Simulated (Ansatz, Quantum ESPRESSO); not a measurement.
# Cu(100), 5 layers against a metal electrode: the electrode's level over the Fermi level at a withheld member of a series

Method. Quantum ESPRESSO 7.5, PBE, GBRV ultrasoft. The slab is relaxed neutral, then held. ESM with bc3: vacuum below and a metal electrode about 6 Å above the top atoms. Cold smearing of 0.02 Ry. Charges are set per cell from the starting area. The slabs take the lattice constants of the bulk relaxed by the same program. The series steps the charge of the slab (positive: electrons removed).

| charge of the slab | electrode's level over the Fermi level (eV) |
| --- | --- |
| 1 ×10¹³ e/cm² | 5.313 |
| 2 ×10¹³ e/cm² | 6.133 |
| 3 ×10¹³ e/cm² | 6.961 |
| 4.5 ×10¹³ e/cm² | 8.211 |
| 6 ×10¹³ e/cm² | 9.475 |
| 7 ×10¹³ e/cm² | 10.321 |

**Question.** What is the electrode's level over the Fermi level at 8 ×10¹³ e/cm²?

**Fit.** The rows at 6 ×10¹³ e/cm² and 7 ×10¹³ e/cm² give a slope of (10.321 − (9.475))/(7 − (6)) = 0.846, so a straight line gives 11.167 eV. A parabola through these and the row at 4.5 ×10¹³ e/cm² gives 11.170 eV.

**Check.** 11.174 eV. The line misses by −0.007 and the parabola by −0.004 eV. Both misses are under 5 % of the step from the nearer row.

Caveats: Vacuum fills the gap; ions don't answer the charge; added electrons can spill towards the electrode at the most negative charges. Members without a usable value, or on the other side of zero field or charge, are not listed.
